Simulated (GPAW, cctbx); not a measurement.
## Bonding in CsAsI6 as X-rays see it

Question: by how much does bonding change the X-ray structure factors of CsAsI6, how firmly does DFT give the change, and what does a routine refinement make of it?

The cell comes from substitution in a known structure type and wasn't matched to any measured phase. All numbers below are calculated.

### 1. Relax the structure

The density hangs on the geometry, so cell and atoms are relaxed first, with the symmetry held. The cutoff is set higher than for the density because stress converges slowly with plane waves.

Settings: GPAW 26.7.0, PBE, 570 eV, 2×2×2 k-points, Fermi–Dirac width 0.05 eV, BFGS to 0.03 eV/Å.

```text
cell
1.0
     5.297500000    3.058513051    3.599333333
    -5.297500000    3.058513051    3.599333333
     0.000000000   -6.117026102    3.599333333
Cs I As
1 6 1
Direct
0.500000000 0.500000000 0.500000000
0.919200000 0.190400000 0.271300000
0.809600000 0.728700000 0.080800000
0.728700000 0.080800000 0.809600000
0.080800000 0.809600000 0.728700000
0.271300000 0.919200000 0.190400000
0.190400000 0.271300000 0.919200000
0.000000000 0.000000000 0.000000000
```

```console
$ OMP_NUM_THREADS=1 mpirun -n 4 gpaw python run.py > gpaw.log
```

```text
BFGS:    0      -11.581135        5.721921
BFGS:    1      -14.189968        3.505412
BFGS:    2      -16.343597        1.430530
BFGS:    3      -16.968627        0.632795
...
BFGS:   28      -17.274983        0.058412
BFGS:   29      -17.280184        0.031940
BFGS:   30      -17.283270        0.029162
cell  7.0151 7.0151 7.0151  98.22 98.22 98.22
volume 333.424 A^3, largest force 0.025 eV/A, largest stress 0.06 GPa
```

After 30 steps the volume has changed by -4.7 % and the energy by -5.702 eV; the largest stress left is 0.06 GPa. It took 4.4 min on 4 cores of Arm Neoverse V2 (shared host), peak memory 1.7 GiB.

Relaxed structure: R-3 (no. 148), a = 10.6064 Å, b = 10.6064 Å, c = 10.2671 Å, α = 90.00°, β = 90.00°, γ = 120.00°.

```
atom  mult.       x       y       z
 Cs1      3       0       0     1/2
  I1     18  0.4360  0.1405  0.5060
 As1      3       0       0       0
```

### 2. The all-electron density

X-rays see the whole electron density, so the PAW density is rebuilt with its core regions. Subtracting spherical free atoms from the same code cancels the cores and leaves the deformation density Δρ, the part due to bonding.

Settings: PBE, 450 eV, 3×3×3 k-points, Fermi–Dirac width 0.05 eV; primitive cell of 8 atoms.

```console
$ OMP_NUM_THREADS=1 mpirun -n 4 gpaw python run.py > gpaw.log
```

```text
|iter:   1|       0s |  -17.660369 | -1.00 |       |
|iter:   2|       0s |  -17.506784 | -2.86 | -1.35 |
|iter:   3|       1s |  -17.190884 | -2.65 | -1.40 |
...
|iter:   7|       4s |  -17.185425c| -6.34 | -3.39 |
|iter:   8|       4s |  -17.185428c| -7.45c| -3.94 |
|iter:   9|       5s |  -17.185428c| -7.82c| -4.70c|
```

```text
grid (70, 70, 70)  electrons 406.000  moved by bonding 0.881 e
deformation density beyond 0.5 A of the nuclei: max 0.052, min -0.052 e/A^3
atom        x       y       z   Voronoi charge  moment
Cs1    0.5000  0.5000  0.5000      0.111       0.00
I 2    0.9420  0.2105  0.3655     -0.054       0.00
I 3    0.7895  0.6345  0.0580     -0.054       0.00
I 4    0.6345  0.0580  0.7895     -0.054       0.00
I 5    0.0580  0.7895  0.6345     -0.054       0.00
I 6    0.3655  0.9420  0.2105     -0.054       0.00
I 7    0.2105  0.3655  0.9420     -0.054       0.00
As8    0.0000  0.0000  0.0000      0.212       0.00
mean inner potential of superposed free atoms 12.670 V
total magnetic moment 0.000 muB
```

Deformation density in a plane through the shortest contact of the I atom at the origin, in 0.01 e/Å³ (clipped at ±99); x from -1.6 to 4.5 Å, y from 2.4 down to -2.4 Å:

```text
 -1   0   0   0   0   0   0   0   0   0   0   0   0   0   0   0
  0   0   0   0   1   0   0   0   0   0   0   0   0   0   0   0
  0   0   0   0   0   0   0   0  -1  -1  -1  -1  -1  -1  -1   0
  0   0   0   0   0   0   0   0  -1  -2  -3  -2  -3  -2  -1   0
 -1  -1  -1   0   0  -1   0   1   0  -3  -5  -4  -4  -4  -1   1
 -1  -2  -2   0   .  -2  -1   3   2  -2  -2   .  -2  -3   2   3
 -1  -2  -2   .   .   .  -2   4   4  -1   .   .   .  -1   3   5
 -1  -1  -1   0   .  -2  -2   3   2  -2  -2   .  -2  -3   2   3
  0   0   0   1   0  -2  -1   1   0  -3  -5  -4  -4  -4  -1   1
  0   0   0   1   0   0   0   0  -1  -2  -3  -2  -3  -2  -1   0
  0   0   0   0   0   0   0   0  -1  -1  -1  -1  -1  -1  -1   0
  0   0   0   0   0   0   0   0   0   0   0   0   0   0   0   0
  0   0   0   0   0   0   0   0   0   0   0   0   0   0   0   0
```

Atoms in or within 0.15 Å of the plane: I (0.0, 0.0), As (2.9, 0.0) Å. Dots mark points within about 0.45 Å of a nucleus; large values next to them are atomic features.

I gains most (-0.05 e) and As loses most (+0.21 e); I is the most electronegative element, but the order of the others doesn't follow electronegativity. Such charges fall far short of formal ones, since overlapping free atoms already put density on their neighbours. Along the shortest contact from the I atom at the map's origin, I–As at 2.88 Å, Δρ is +0.05 e/Å³ at the midpoint: a modest build-up. Point values carry grid noise of about 0.01 e/Å³. The run needed 9 iterations, 9.8 s.

### 3. Structure factors

The Fourier components of Δρ, added to those of the free atoms, give the static X-ray structure factors; the Mott–Bethe relation turns them into the Fourier components V of the potential that fast electrons feel.

```text
static structure factors of the conventional cell: F in electrons, V (Mott-Bethe) in volts
   h  k  l      d  |F| table  |F| free   |F| DFT   change   |V| free  |V| DFT  change %
   0  1 -1  6.8457    95.124    94.938    94.695   -0.243     0.681    0.733      7.7
   1  1  0  5.3032   114.132   114.227   113.914   -0.313     1.243    1.283      3.2
   0  1  2  4.4812    45.928    45.965    45.274   -0.691     0.543    0.606     11.7
   0  2  1  4.1924    51.230    51.194    50.906   -0.288     0.405    0.428      5.7
   0  2 -2  3.4228   158.630   158.685   158.105   -0.580     1.354    1.386      2.3
   0  0  3  3.4224   879.516   879.939   880.471    0.532     7.187    7.158     -0.4
   1  2 -1  3.2888   140.147   140.283   140.321    0.038     1.133    1.131     -0.2
   2  1  1  3.2888   870.481   870.908   871.657    0.749     7.015    6.978     -0.5
   0  3  0  3.0618    93.176    93.199    92.641   -0.558     0.771    0.795      3.1
   1  2  2  2.8758    74.990    75.005    75.103    0.097     0.606    0.602     -0.6
   2  1 -2  2.8758  1004.007  1004.612  1004.523   -0.089     7.724    7.727      0.0
   1  1  3  2.8756   101.318   101.449   100.868   -0.580     0.787    0.808      2.8
   1  1 -3  2.8756    19.874    19.953    20.353    0.401     0.162    0.147     -9.3
   2  2  0  2.6516    15.250    15.227    15.321    0.094     0.137    0.134     -2.2
```

The largest X-ray change is +0.75 e on 211, 0.1 % of |F|. For electrons V goes as (Z − F)/g², so a change of F counts against Z − F, which is small at low angle and wherever the atoms' terms cancel: |V| of 012 moves by +11.7 % (0.54 to 0.61 V) against -1.5 % in |F|. The last three rows still change by up to 0.58 e; the table stops while the angles are still low. The tabulated Hartree–Fock atoms differ from the free DFT atoms by up to 0.60 e, so the choice of reference atom matters too.

### 4. The functional ladder

The same geometry is run with other functionals, to see whether the bonding signal is larger than the spread between approximations. Free atoms are LDA for LDA and PBE otherwise. Any other changed setting is in the row's label.

| run | ΔF 211 (e) | ΔF 012 (e) | ΔF 0 2 -2 (e) | q(I) (e) | moved (e) | time |
| --- | --- | --- | --- | --- | --- | --- |
| PBE | +0.749 | -0.691 | -0.580 | -0.054 | 0.881 | 9.8 s |
| LDA | +0.477 | -0.652 | -0.573 | -0.051 | 0.811 | 9.1 s |
| RPBE | +0.982 | -0.725 | -0.568 | -0.058 | 1.029 | 10 s |

At the base's settings ΔF(211) spans +0.477 to +0.982 e, a spread of 67 % of the PBE value; over the three listed reflections the spread is at most 67 %, so the sign holds and the size hangs on the functional. The run marked unsound (too few SCF iterations) gave no density. Times are from shared hosts.

### 5. Refining ordinary atoms against data with bonding

Routine crystallography fits spherical atoms. To see the bias, intensities are simulated from tabulated atoms plus the DFT change ΔF, so that bonding alone can misfit (11082 reflections of the full sphere, merged to the counts below, to 0.5 Å, 1.5 % proportional noise plus counting noise, assumed isotropic U as listed, Δρ smeared by the mean U) and refined with cctbx over different ranges.

```
                    range  data      R1  GooF  U Cs1 (true 0.0041)  U I1 (true 0.0041)  U As1 (true 0.0049)  largest shift (Å)  Δρ max, min (e/Å³)
                 all data  1851  0.0068  0.94               0.0041              0.0041               0.0049             0.0001         0.43, -0.47
 low resolution, d > 0.84   397  0.0054  0.92               0.0040              0.0040               0.0048             0.0001         0.19, -0.20
     high order, d < 0.75  1296  0.0076  0.96               0.0041              0.0041               0.0048             0.0000         0.41, -0.45
occupancies free, d > 0.7   667  0.0056  0.90               0.0041              0.0040               0.0048             0.0001         0.23, -0.28
```

With all data GooF is 0.94, so at this noise the bonding hardly shows; the top residual peak, near noise level, lies 2.17 Å from I and 2.40 Å from I. No U is off by more than 3 s.u. at low resolution. With Cs1 held at 1 and the scale free, the other occupancies refine to I1 0.999(0.001) and As1 0.996(0.002), within three s.u. of full.

### 6. Answer

Bonding moves 0.88 e in the primitive cell of CsAsI6 and changes the structure factors of the conventional cell in the table above by at most 0.75 e (211, 0.1 %), and among reflections above 2 % of the strongest by up to 1.5 % (012). The shortest bond, I–As, has Δρ = +0.05 e/Å³ at its midpoint. At the base's settings ΔF(211) spans +0.477 to +0.982 e, a spread of 67 % of the PBE value; over the three listed reflections the spread is at most 67 %, so the sign holds and the size hangs on the functional. With all data GooF is 0.94, so at this noise the bonding hardly shows. Limits: static density, frozen cores, no spin–orbit coupling.

[Outputs are excerpts: Python notices, other lines and further rows are left out; steps that failed or that the build refused (PBEsol, TPSS) are not shown.]

[Logs are printed without paths, hosts, clocks, repeated set-up lines and the standing remarks that a program may print on its own settings, such as how far it seeks lower states.]
